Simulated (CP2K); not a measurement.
Consider 2-borylfuran at its PBE geometry (Å).

```xyz
11

B     2.1247   -0.0558    0.0770
C     0.6211    0.0202    0.0300
C    -0.3673   -0.9199   -0.2480
C    -1.6291   -0.2896   -0.1421
C    -1.3609    1.0182    0.1993
O    -0.0323    1.2381    0.3089
H     2.6434   -1.1070   -0.1672
H     2.7821    0.9045    0.3508
H    -0.1701   -1.9564   -0.5033
H    -2.6103   -0.7257   -0.2932
H    -2.0012    1.8735    0.3878
```

Method: CP2K XAS_TDP, all-electron GAPW, PBEh(45%), aug-cc-pVDZ, TDA, GW2X-corrected core level, no relativity.

Question: Where do the C K-edge lines lie, and how strong are they?

Leading lines: C2 287.29 eV, C3 286.61 eV, C4 287.95 eV and C5 287.87 eV. The leading line of an atom is its first one with 35 % of the strongest within 2.5 eV of its lowest line over the strength cut. Core ionisation energies at this level: C3 292.47, C4 292.28, C2 292.60 and C5 293.79 eV.

The first six lines of each atom with a strength over 0.0015:

```tsv
atom	energy (eV)	states	strength, one atom	above the computed threshold
C2 (bonded to B, C and O)	287.29	1	0.0178	
	289.59	1	0.0382	
	290.95	1	0.0226	
	291.48	1	0.0025	
	291.62	1	0.0171	
	291.89	1	0.0037	
C3 (bonded to 2 C and H)	286.61	1	0.0463	
	290.43	1	0.0062	
	290.57	1	0.0097	
	291.33	1	0.0022	
	291.49	1	0.0025	
	292.07	1	0.0026	
C4 (bonded to 2 C and H)	287.95	1	0.0211	
	288.48	1	0.0311	
	290.27	1	0.0101	
	291.44	1	0.0027	
	291.60	1	0.0022	
	291.94	1	0.0027	
C5 (bonded to C, O and H)	287.87	1	0.0523	
	291.42	1	0.0071	
	291.74	1	0.0148	
	292.63	1	0.0073	
	292.82	1	0.0044	
	293.40	1	0.0050
```

Lines are vertical, at one geometry, with no vibrational structure. GW2X ionisation energies and lines can be off by 1 to 2 eV either way, and a good line position may hide errors that cancel. These values hold no scalar relativity, about 0.1 eV for C 1s. Rydberg lines, and the discretised continuum above threshold, depend on the basis and the box.

[Banner, clock and machine lines of the logs are left out without a mark of their own.]

[Logs are printed without paths, hosts, clocks, repeated set-up lines and the standing remarks that a program may print on its own settings, such as how far it seeks lower states.]

[Hosts, paths, dates, database ids (printed as entryN), source tags and the programs' standing remarks are cut or masked in the printed files.]
